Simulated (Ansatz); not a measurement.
# OH on Ni(100): change of the work function, part 2 of 5

Aim: the work function of Ni(100) at several coverages of OH (top site), and the dipole that each adsorbate carries.

Ansatz 0.2.0; plane-wave DFT, PBEsol, Ansatz PAW.

So far, work function, upper face (eV): step 2 (the clean slab) 4.99.

### Step 3. Adsorbate added, k-mesh 6×6×1, coverage 0.25 ML

System of this step: OH/Ni(100). The cell holds 18 atoms: 16 Ni, 1 O and 1 H. Its edges and angles: a = 4.978 Å, b = 4.978 Å, c = 25.990 Å, α = 90.0°, β = 90.0°, γ = 90.0°. Vacuum lies along c.

The clean slab as it ended is repeated in the plane and the adsorbate is set on one face; the cell's size fixes the coverage, and the k-mesh shrinks with it to keep the sampling density about even. Adsorbate and upper layers relax, since the dipole depends on the height.

input.yaml

```yaml
crystal:
  lattice:
    - [4.9780317396, 0.0, 0.0]
    - [0.0, 4.9780317396, 0.0]
    - [0.0, 0.0, 25.9899952269]
  atoms:
    - { symbol: Ni, position: [0.25, 0.25, 0.3462870971], spin: 0.76 }
    - { symbol: Ni, position: [0.0, 0.0, 0.4140054627], spin: 0.68 }
    - { symbol: Ni, position: [0.25, 0.25, 0.4800454422], spin: 0.69 }
    - { symbol: Ni, position: [0.0, 0.0, 0.5429010319], spin: 0.75 }
    - { symbol: Ni, position: [0.25, 0.75, 0.3462870971], spin: 0.76 }
    - { symbol: Ni, position: [0.0, 0.5, 0.4140054627], spin: 0.68 }
    - { symbol: Ni, position: [0.25, 0.75, 0.4800454422], spin: 0.69 }
    - { symbol: Ni, position: [0.0, 0.5, 0.5429010319], spin: 0.75 }
    - { symbol: Ni, position: [0.75, 0.25, 0.3462870971], spin: 0.76 }
    - { symbol: Ni, position: [0.5, 0.0, 0.4140054627], spin: 0.68 }
    - { symbol: Ni, position: [0.75, 0.25, 0.4800454422], spin: 0.69 }
    - { symbol: Ni, position: [0.5, 0.0, 0.5429010319], spin: 0.75 }
    - { symbol: Ni, position: [0.75, 0.75, 0.3462870971], spin: 0.76 }
    - { symbol: Ni, position: [0.5, 0.5, 0.4140054627], spin: 0.68 }
    - { symbol: Ni, position: [0.75, 0.75, 0.4800454422], spin: 0.69 }
    - { symbol: Ni, position: [0.5, 0.5, 0.5429010319], spin: 0.75 }
    - { symbol: O, position: [0.0, 0.0, 0.6160060857] }
    - { symbol: H, position: [0.0, 0.0, 0.6537129029] }
magnetization:
  spin_polarized: true
kpoints:
  mp_grid: { grid: [6, 6, 1] }
hamiltonian:
  xc: pbesol
scf:
  occupations: { method: fermi_dirac, width: 0.1 }
  convergence: { dr2_threshold: 1.0e-08 }
efield:
  axis: 3
  dipole_correction: true
  ramp_position: 0.97
  ramp_width: 0.06
relax:
  f_tol: 0.02
  max_steps: 60
  constraints: [{ sites: [0, 1, 4, 5, 8, 9, 12, 13] }]
output:
  bader: true
  dos: { projected: true, e_range: [-8, 4] }
  write_potential: true
  write_density: true
  volumetric_format: npy
  elf: true
```

The run is started by

```
> ansatz run input.yaml --threads 4 --pin off --max-ram 12288MiB --backend cpu --events-out ev --progress --plain --runs-dir out
```

Numbers of over 12 decimals in the logs are rounded to 6 here.

Log:

```text
[...]
Crystal: 18 atoms, lattice volume = 644.053 Å³
Basis set: ecut = 420 eV, 12619 PW (Γ), exchange–correlation on 72×72×360 points (8 copies of the dense FFT grid, shifted against one another)
Bands: 184, of which v1, the nominal top of the filled ones, is band 148 counted from 1 (147 counted from 0)
Symmetry: 8 space group operations
k-points: 10 of 36
[...]
Starting moments: Σ|m| = 11.52 μB on 16 of 18 sites
[...]
SCF iter   1: F=—  HF=-93435.051088 eV  |F-HF|=—  |Δ(HF+E_count)|=         —  Δρ=3.38e-2 (↑1.96e-2 ↓3.38e-2)  dr2=2.15e1  dr2_m=1.08e0  M=12.427 μB ∫|m|=12.895 μB  β_m=1.00  ethr=3.10e-3  p=-0.000 e·Å  D=-9.24e-7 V/Å  ΔV_dip=0.00 eV  dr2_dipole=5.08e-1  V_vac-E_F(+/−)=7.24/7.24 eV  ⟨swp⟩=11.4  Hψ=19849  notcnv=0  defer=204
[...]
SCF iter  18: F=-93447.286692 eV  HF=-93447.286692 eV  |F-HF|=3.87e-9  |Δ(HF+E_count)|=   7.57e-9  Δρ=6.43e-7 (↑2.58e-7 ↓6.43e-7)  dr2=5.52e-9  dr2_m=2.72e-10  M=11.316 μB ∫|m|=12.617 μB  ethr=2.48e-12  p=0.080 e·Å  D=2.25e-2 V/Å  ΔV_dip=-0.58 eV  dr2_dipole=5.71e-10  V_vac-E_F(+/−)=4.43/5.01 eV  ⟨swp⟩=16.9  Hψ=30794  notcnv=0
SCF 1 converged in 18 iterations: F = -93447.286692 eV  dr2 = 5.52e-9
[...]
relax step   1: F+E_penalty+E_count = -93447.28669175 eV  Δ(F+E_penalty+E_count) = +0.000e0 eV  max|allowed force component| = 1.988e0 eV/Å  Δτ_max = 0.0000 Å  (18 SCF iters, accepted)
[...]
SCF iter  15: F=-93447.379773 eV  HF=-93447.379773 eV  |F-HF|=3.93e-9  |Δ(HF+E_count)|=   2.18e-9  Δρ=4.56e-7 (↑8.35e-8 ↓4.56e-7)  dr2=3.48e-9  dr2_m=2.69e-10  M=11.285 μB ∫|m|=12.585 μB  ethr=1.00e-12  p=0.101 e·Å  D=2.84e-2 V/Å  ΔV_dip=-0.74 eV  dr2_dipole=5.48e-10  V_vac-E_F(+/−)=4.28/5.01 eV  ⟨swp⟩=11.0  Hψ=23974  notcnv=0
SCF 2 converged in 15 iterations: F = -93447.379773 eV  dr2 = 3.48e-9
relax step   2: F+E_penalty+E_count = -93447.37977294 eV  Δ(F+E_penalty+E_count) = -9.308e-2 eV  max|allowed force component| = 1.463e0 eV/Å  Δτ_max = 0.0512 Å  (15 SCF iters, accepted)
SCF iter   1: F=—  HF=-93447.473973 eV  |F-HF|=—  |Δ(HF+E_count)|=         —  Δρ=4.14e-3 (↑2.81e-3 ↓4.14e-3)  dr2=3.79e-1  dr2_m=1.61e-2  M=11.200 μB ∫|m|=12.501 μB  β_m=1.00  ethr=5.92e-4  p=0.101 e·Å  D=2.84e-2 V/Å  ΔV_dip=-0.74 eV  dr2_dipole=1.03e-1  V_vac-E_F(+/−)=4.24/4.98 eV  ⟨swp⟩=4.6  Hψ=9450  notcnv=0  defer=369
[...]
SCF iter  15: F=-93447.437778 eV  HF=-93447.437778 eV  |F-HF|=3.33e-9  |Δ(HF+E_count)|=   7.99e-9  Δρ=8.46e-7 (↑2.02e-7 ↓8.46e-7)  dr2=6.20e-9  dr2_m=6.93e-10  M=11.197 μB ∫|m|=12.494 μB  ethr=1.69e-12  p=0.145 e·Å  D=4.08e-2 V/Å  ΔV_dip=-1.06 eV  dr2_dipole=2.68e-12  V_vac-E_F(+/−)=3.96/5.02 eV  ⟨swp⟩=11.5  Hψ=25289  notcnv=0
SCF 3 converged in 15 iterations: F = -93447.437778 eV  dr2 = 6.20e-9
relax step   3: F+E_penalty+E_count = -93447.43777754 eV  Δ(F+E_penalty+E_count) = -5.800e-2 eV  max|allowed force component| = 5.982e-1 eV/Å  Δτ_max = 0.0662 Å  (15 SCF iters, accepted)
[...]
relax step   4: F+E_penalty+E_count = -93447.44957703 eV  Δ(F+E_penalty+E_count) = -1.180e-2 eV  max|allowed force component| = 3.728e-1 eV/Å  Δτ_max = 0.0696 Å  (15 SCF iters, accepted)
SCF iter   1: F=—  HF=-93447.451506 eV  |F-HF|=—  |Δ(HF+E_count)|=         —  Δρ=5.87e-4 (↑5.72e-4 ↓5.87e-4)  dr2=4.52e-3  dr2_m=3.39e-4  M=11.232 μB ∫|m|=12.531 μB  β_m=1.00  ethr=2.09e-5  p=0.125 e·Å  D=3.51e-2 V/Å  ΔV_dip=-0.91 eV  dr2_dipole=7.68e-4  V_vac-E_F(+/−)=4.10/5.01 eV  ⟨swp⟩=3.0  Hψ=7337  notcnv=0  defer=368
[...]
SCF iter  14: F=-93447.451097 eV  HF=-93447.451097 eV  |F-HF|=3.51e-9  |Δ(HF+E_count)|=   4.05e-9  Δρ=5.66e-7 (↑1.55e-7 ↓5.66e-7)  dr2=3.61e-9  dr2_m=2.98e-10  M=11.225 μB ∫|m|=12.525 μB  ethr=1.00e-12  p=0.129 e·Å  D=3.62e-2 V/Å  ΔV_dip=-0.94 eV  dr2_dipole=4.33e-10  V_vac-E_F(+/−)=4.08/5.02 eV  ⟨swp⟩=11.0  Hψ=26843  notcnv=0
SCF 5 converged in 14 iterations: F = -93447.451097 eV  dr2 = 3.61e-9
relax step   5: F+E_penalty+E_count = -93447.45109733 eV  Δ(F+E_penalty+E_count) = -1.520e-3 eV  max|allowed force component| = 1.076e-2 eV/Å  Δτ_max = 0.0163 Å  (14 SCF iters, accepted)
NSCF: frozen V_eff on 10 k-points
[...]
SCF converged after 14 iterations
Magnetization: 11.2255 μB (153.1127 up, 141.8873 down)
Absolute magnetization: 12.5358 μB (∫|ρ↑−ρ↓|, with the PAW one-centre terms)
[...]
Per-site moments (μB) at R_I (Å): [(0.758959, 1.026719), (0.672020, 1.008000), (0.703622, 0.984933), (0.785070, 0.724444), (0.758959, 1.026719), (0.684008, 1.012722), (0.703622, 0.984933), (0.752103, 0.990564), (0.758959, 1.026719), (0.684008, 1.012722), (0.703622, 0.984933), (0.752103, 0.990564), (0.758959, 1.026719), (0.678860, 1.017421), (0.703622, 0.984933), (0.737628, 0.984933), (0.049396, 0.397733), (0.00366018, 0.397733)]
Free energy (F): -93447.451097 eV
[...]
Internal energy: -93446.461552 eV  (E = F + TS)
E sigma→0 (E₀):  -93446.956325 eV
Entropy (-TS):   -0.989545 eV (-54.975 meV/atom)
Fermi energy:    1.731175 eV
Dipole field:    D = 0.036147 V/Å  (p = 0.128657 e·Å, saw-weighted, corrected)
Work function:   Φ+ = 4.0760 eV   Φ− = 5.0155 eV
[...]
--- Forces (eV/Å), atoms counted from 1 ---
  atom   1  Ni     0.00656307     0.00656307     0.66128309
  atom   2  Ni     0.00000000     0.00000000    -0.71753533
  atom   3  Ni    -0.00031225    -0.00031225    -0.00385293
  atom   4  Ni     0.00000000     0.00000000     0.01075642
  atom   5  Ni     0.00656307    -0.00656307     0.66128309
  atom   6  Ni     0.00000000     0.00000000    -0.66696831
  atom   7  Ni    -0.00031225     0.00031225    -0.00385293
  atom   8  Ni     0.00000000     0.00000000     0.00404870
  atom   9  Ni    -0.00656307     0.00656307     0.66128309
  atom  10  Ni     0.00000000     0.00000000    -0.66696831
  atom  11  Ni     0.00031225    -0.00031225    -0.00385293
  atom  12  Ni     0.00000000     0.00000000     0.00404870
  atom  13  Ni    -0.00656307    -0.00656307     0.66128309
  atom  14  Ni     0.00000000     0.00000000    -0.59097338
  atom  15  Ni     0.00031225     0.00031225    -0.00385293
  atom  16  Ni     0.00000000     0.00000000    -0.00112135
  atom  17  O      0.00000000     0.00000000    -0.00771318
  atom  18  H      0.00000000     0.00000000     0.00272866
  max |Σ_I F_I| component: 2.33e-5 eV/Å
--- Band table (eV; the first three rows and the last of 20) ---
  k-point 0 ↑: bands = [... 144 lower, 1.1692, 1.1797, 1.1987, 1.1987, 1.2787, 1.4007, 1.5545, 2.0960, ... 32 higher]
  k-point 1 ↑: bands = [... 144 lower, 1.1146, 1.1234, 1.1563, 1.1850, 1.2253, 1.2802, 1.3062, 1.4152, ... 32 higher]
  k-point 2 ↑: bands = [... 144 lower, 1.0787, 1.0912, 1.0973, 1.1181, 1.1727, 1.1874, 1.2275, 1.2322, ... 32 higher]
  k-point 9 ↓: bands = [... 144 lower, 1.5498, 1.6415, 1.6415, 1.7334, 2.0014, 2.0014, 2.0386, 2.0584, ... 32 higher]
--- Relaxed structure (5 steps of the walk, 5 accepted, 0 SCFs on fresh bases) ---
  F+E_penalty+E_count = -93447.45109733 eV   max|allowed force component| = 1.076e-2 eV/Å
  atoms:
    - { symbol: Ni, position: [0.25, 0.25, 0.346287] }
    - { symbol: Ni, position: [0.0, 0.0, 0.4140054627] }
    - { symbol: Ni, position: [0.247738, 0.247738, 0.479862] }
    - { symbol: Ni, position: [0.0, 0.0, 0.546649] }
    - { symbol: Ni, position: [0.25, 0.750000, 0.346287] }
    - { symbol: Ni, position: [0.0, 0.5, 0.4140054627] }
    - { symbol: Ni, position: [0.247738, 0.752262, 0.479862] }
    - { symbol: Ni, position: [0, 0.5, 0.542717] }
    - { symbol: Ni, position: [0.750000, 0.25, 0.346287] }
    - { symbol: Ni, position: [0.5, 0.0, 0.4140054627] }
    - { symbol: Ni, position: [0.752262, 0.247738, 0.479862] }
    - { symbol: Ni, position: [0.5, 0.0, 0.542717] }
    - { symbol: Ni, position: [0.750000, 0.750000, 0.346287] }
    - { symbol: Ni, position: [0.5, 0.5, 0.4140054627] }
    - { symbol: Ni, position: [0.752262, 0.752262, 0.479862] }
    - { symbol: Ni, position: [0.5, 0.5, 0.541270] }
    - { symbol: O, position: [0, 0.0, 0.614222] }
    - { symbol: H, position: [0, 0.0, 0.651321] }
--- Bader charges: 18 sites ---
  site symbol  charge [e]  shift [e]    m [muB]
     0     Ni     -0.0151     0.0001     0.7231
     1     Ni      0.0112     0.0000     0.6347
     2     Ni      0.0126     0.0000     0.6659
     3     Ni      0.3144     0.0041     0.7976
     4     Ni     -0.0151     0.0001     0.7231
     5     Ni      0.0135     0.0000     0.6468
     6     Ni      0.0126     0.0000     0.6659
     7     Ni      0.0962     0.0001     0.7265
     8     Ni     -0.0151     0.0001     0.7231
     9     Ni      0.0135     0.0000     0.6468
    10     Ni      0.0126     0.0000     0.6659
    11     Ni      0.0962     0.0001     0.7265
    12     Ni     -0.0151     0.0001     0.7231
    13     Ni      0.0147     0.0001     0.6421
    14     Ni      0.0126     0.0000     0.6659
    15     Ni     -0.0129     0.0000     0.7060
    16      O     -1.1359     0.0013     0.1346
    17      H      0.5988     0.0026     0.0081
  estimated error of the sums over rays = 5.4e-4 e
```

It took 10 min on 4 threads of Arm Neoverse V2, shared host; peak memory 3.8 GiB; 40 min of CPU time.

The steps of the relaxation:

```
step  energy less that of the first step (eV)  largest force component (eV/Å)
   1                                   0.0000                          1.9880
   2                                  -0.0931                          1.4635
   3                                  -0.1511                          0.5982
   4                                  -0.1629                          0.3728
   5                                  -0.1644                          0.0108
```

The run keeps the 8 symmetry operations that it works with, so distortions that break them were not tested.

The atoms that moved most (Å):

```
atom      dx      dy      dz  length
 Ni4   0.000   0.000   0.097   0.097
 H18   0.000   0.000  -0.062   0.062
 O17   0.000   0.000  -0.046   0.046
Ni16   0.000   0.000  -0.042   0.042
 Ni3  -0.011  -0.011  -0.005   0.017
 Ni7  -0.011   0.011  -0.005   0.017
Ni11   0.011  -0.011  -0.005   0.017
Ni15   0.011   0.011  -0.005   0.017
```

The relaxed structure:

```cif
data_structure
_symmetry_space_group_name_H-M 'P 1'
_symmetry_Int_Tables_number 1
_cell_length_a 4.9780
_cell_length_b 4.9780
_cell_length_c 25.9900
_cell_angle_alpha 90.000
_cell_angle_beta 90.000
_cell_angle_gamma 90.000
_cell_volume 644.05
loop_
_atom_site_label
_atom_site_type_symbol
_atom_site_fract_x
_atom_site_fract_y
_atom_site_fract_z
_atom_site_occupancy
Ni1 Ni 0.25000 0.25000 0.34629 1
Ni2 Ni 0.00000 0.00000 0.41401 1
Ni3 Ni 0.24774 0.24774 0.47986 1
Ni4 Ni 0.00000 0.00000 0.54665 1
Ni5 Ni 0.25000 0.75000 0.34629 1
Ni6 Ni 0.00000 0.50000 0.41401 1
Ni7 Ni 0.24774 0.75226 0.47986 1
Ni8 Ni 0.00000 0.50000 0.54272 1
Ni9 Ni 0.75000 0.25000 0.34629 1
Ni10 Ni 0.50000 0.00000 0.41401 1
Ni11 Ni 0.75226 0.24774 0.47986 1
Ni12 Ni 0.50000 0.00000 0.54272 1
Ni13 Ni 0.75000 0.75000 0.34629 1
Ni14 Ni 0.50000 0.50000 0.41401 1
Ni15 Ni 0.75226 0.75226 0.47986 1
Ni16 Ni 0.50000 0.50000 0.54127 1
O17 O 0.00000 0.00000 0.61422 1
H18 H 0.00000 0.00000 0.65132 1
```

Numbers from this step:

```yaml
energy_at_zero_smearing: -93446.9563 eV
total_moment: 11.23 μB
work_function_upper_face: 4.076 eV
work_function_lower_face: 5.015 eV
dipole_along_the_normal: 0.1287 e·Å
step_between_the_vacuum_levels: -0.9395 eV
```

Running mean over 1.76 Å of the planar mean; the ramp of the sawtooth is left out. Table of electron's electrostatic potential energy less the Fermi level by z:

z (Å), electron's electrostatic potential energy less the Fermi level (eV) and a bar from the least value:
```
      3.5        5.0 ##############################
      4.0        5.0 ##############################
      4.5        5.0 ##############################
      5.0        5.0 ##############################
      5.5        5.0 ##############################
      6.0        5.0 ##############################
      6.5        4.9 ##############################
      7.0        4.5 #############################
      7.5        3.1 ##########################
      8.0       -1.6 ##################
      8.5       -7.3 #######
      9.0       -9.8 ###
      9.5      -10.1 ##
     10.0      -10.2 ##
     10.5      -10.3 ##
     11.0      -10.6 ##
     11.5      -10.9 #
     12.0      -10.8 #
     12.5      -10.7 #
     13.0      -11.4 
     13.5      -11.4 
     14.0      -10.5 ##
     14.5       -8.4 #####
     15.0       -3.6 ##############
     15.5        1.2 #######################
     16.0        3.0 ##########################
     16.5        3.2 ###########################
     17.0        3.6 ############################
     17.5        3.9 ############################
     18.0        4.0 ############################
     18.5        4.1 ############################
     19.0        4.1 ############################
     19.5        4.1 ############################
     20.0        4.1 ############################
     20.5        4.1 ############################
     21.0        4.1 ############################
     21.5        4.1 ############################
     22.0        4.1 ############################
     22.5        4.1 ############################
```

The density of states has structure finer than the step of the table below, so its rows give means over 0.25 eV, whole bins alone (the curve runs from -8 to 1.98 eV). Peaks (eV: height): total -2.530: 61.2, -2.380: 62.3, -1.680: 59.3, -1.590: 60.5, -1.110: 66.7, -0.960: 69.8, -0.600: 71.6; up -2.380: 50.8, -2.290: 31.2, -1.770: 28.3, -1.140: 33.4, -0.780: 37.4, -0.600: 46.2, -0.540: 39.1; down -2.530: 47.5, -1.710: 34.3, -1.110: 34.1, -0.960: 43.0, -0.090: 37.8, 0.210: 32.8, 0.300: 43.8.

The density of states by energy, zero at the Fermi level; means over each step; values in states/eV a cell:

```
energy (eV)  total     up   down
      -7.75   2.65  0.996   1.65
      -7.50   1.41  0.662  0.749
      -7.25   1.40  0.670  0.726
      -7.00   1.11  0.561  0.552
      -6.75   1.41  0.749  0.663
      -6.50   2.73   1.40   1.33
      -6.25   2.82   1.41   1.41
      -6.00   2.50   1.33   1.16
      -5.75   2.96   1.55   1.41
      -5.50   3.21   1.76   1.46
      -5.25   3.91   2.17   1.74
      -5.00   4.37   2.56   1.81
      -4.75   7.82   5.24   2.58
      -4.50   11.2   7.51   3.65
      -4.25   17.0   11.2   5.82
      -4.00   22.0   15.1   6.93
      -3.75   24.2   16.2   7.96
      -3.50   29.2   14.4   14.8
      -3.25   28.2   11.5   16.7
      -3.00   24.3   14.8   9.46
      -2.75   26.7   16.2   10.5
      -2.50   35.2   20.9   14.3
      -2.25   42.1   25.7   16.4
      -2.00   31.3   17.2   14.1
      -1.75   42.0   20.1   21.9
      -1.50   43.4   21.8   21.6
      -1.25   40.1   25.6   14.6
      -1.00   53.9   29.5   24.5
      -0.75   55.1   34.2   20.9
      -0.50   45.8   21.0   24.8
      -0.25   27.8   3.62   24.1
       0.00   31.4   3.55   27.9
       0.25   26.4   2.30   24.1
       0.50   10.1   2.84   7.25
       0.75   5.22   2.12   3.09
       1.00   6.41   2.79   3.61
       1.25   5.82   3.48   2.35
       1.50   6.06   2.65   3.40
       1.75   6.40   2.69   3.71
```

Projected DOS per atom over height of the atomic layer and energy from the Fermi level. Layers: Ni4 Ni4 Ni4 Ni4 O H from below.

Ten even steps from '_' (0.00 states/eV) to '@' (4.08 states/eV), each cell a mean:
```
____________
____________
____________
::::::::____
++--====..__
##++++##..__
@@**++%%..__
##++++##..__
**====++____
++++**==..__
--====--..__
::====--==__
::====--++__
..--==::..__
__..::..____
____________
____________
____________
____________
____________
____________
________--__
```
Columns: height of the atomic layer (Å) from 9 to 16.9 (not evenly spaced); rows upwards: energy from the Fermi level (eV) from -7.96 to 1.95.

Projected DOS per atom, spin up over height of the atomic layer and energy from the Fermi level. Layers: Ni4 Ni4 Ni4 Ni4 O H from below.

Values in states/eV, 22 rows by 6 columns, each cell a mean:
```
0.09 0.10 0.11 0.10 0.03 0.01
0.13 0.17 0.14 0.14 0.05 0.01
0.12 0.12 0.11 0.12 0.04 0.01
0.15 0.13 0.12 0.15 0.07 0.01
0.22 0.20 0.18 0.21 0.11 0.01
1.15 1.20 1.16 1.17 0.29 0.01
2.35 1.50 1.45 2.12 0.65 0.01
1.72 1.35 1.04 1.62 0.29 0.00
1.76 0.83 0.70 1.32 0.20 0.00
1.35 1.44 1.62 1.32 0.23 0.00
0.98 1.00 1.04 0.73 0.32 0.00
0.66 0.85 0.74 0.68 0.33 0.00
0.63 1.16 0.97 0.76 1.20 0.00
0.31 0.78 1.15 0.80 0.71 0.00
0.20 0.48 0.65 0.32 0.07 0.00
0.09 0.19 0.23 0.13 0.01 0.00
0.07 0.14 0.15 0.08 0.02 0.00
0.06 0.10 0.11 0.06 0.02 0.00
0.06 0.10 0.11 0.06 0.03 0.00
0.02 0.06 0.06 0.02 0.02 0.00
0.01 0.06 0.06 0.02 0.06 0.01
0.02 0.06 0.05 0.03 0.40 0.06
```
Columns: height of the atomic layer (Å) from 9 to 16.9 (not evenly spaced); rows upwards: energy from the Fermi level (eV) from -7.96 to 1.95.

Projected DOS per atom, spin down over height of the atomic layer and energy from the Fermi level. Layers: Ni4 Ni4 Ni4 Ni4 O H from below.

Ten even steps from '_' (0.00 states/eV) to '@' (2.05 states/eV), each cell a mean:
```
____________
____________
____________
========____
@@**##%%::__
%%++++%%..__
%%**==**____
##==++**____
==++**==____
======--..__
::----::____
::++++--##__
..::----==__
..::::..____
__....______
____________
____________
____________
____________
____________
____________
________==__
```
Columns: height of the atomic layer (Å) from 9 to 16.9 (not evenly spaced); rows upwards: energy from the Fermi level (eV) from -7.96 to 1.95.

Site moment by atom:

```
atom  site moment (μB)
 Ni1             0.759
 Ni2             0.672
 Ni3             0.704
 Ni4             0.785
 Ni5             0.759
 Ni6             0.684
 Ni7             0.704
 Ni8             0.752
 Ni9             0.759
Ni10             0.684
Ni11             0.704
Ni12             0.752
Ni13             0.759
Ni14             0.679
Ni15             0.704
Ni16             0.738
 O17             0.049
 H18             0.004
```

Spin density in the ca plane at fractional y = 0.000, with atoms of Ni and O and H within 0.2 Å of it.

Values in e/Å³, 7 rows by 16 columns, each cell a mean:
```
0.0 0.0 0.5 0.0 0.0 0.4 0.2 0.1 0.0 0.0 0.0 0.0 0.0 0.0 0.0 0.0
0.0 0.0 0.0 0.0 0.0 0.0 0.0 0.0 0.0 0.0 0.0 0.0 0.0 0.0 0.0 0.0
0.0 0.0 0.2 0.0 0.0 0.2 0.1 0.0 0.0 0.0 0.0 0.0 0.0 0.0 0.0 0.0
0.0 0.0 1.1 0.0 0.0 1.0 0.3 0.0 0.0 0.0 0.0 0.0 0.0 0.0 0.0 0.0
0.0 0.0 0.1 0.0 0.0 0.1 0.0 0.0 0.0 0.0 0.0 0.0 0.0 0.0 0.0 0.0
0.0 0.0 0.0 0.0 0.0 0.0 0.0 0.0 0.0 0.0 0.0 0.0 0.0 0.0 0.0 0.0
0.0 0.0 0.9 0.0 0.0 0.8 0.5 0.1 0.0 0.0 0.0 0.0 0.0 0.0 0.0 0.0
```
Columns run along c (16.0 Å, from fractional 0.32 to 0.94 of the cell), rows up along a (5.0 Å). Atoms in or near the plane, at fractional coordinates: Ni at (0.41, 0.00), Ni at (0.55, 0.00), Ni at (0.41, 0.50), Ni at (0.54, 0.50), O at (0.61, 0.00), H at (0.65, 0.00).

(Part 2 of 5 ends here.)

[Logs are printed without paths, hosts, clocks, repeated set-up lines and the standing remarks that a program may print on its own settings, such as how far it seeks lower states.]

[Hosts, paths, dates, database ids (printed as entryN), source tags and the programs' standing remarks are cut or masked in the printed files.]

[Maps of the electrostatic potential energy from Ansatz leave out the sawtooth potential of an applied field or a dipole correction, so their vacuum need not be flat; planar profiles and work functions include it.]

[The density of states shown here was stored with 400 of the rows of the run's finer table, so its peaks can read low, often by over a quarter, or be missed, and its means over a window can be off by a tenth or more.]
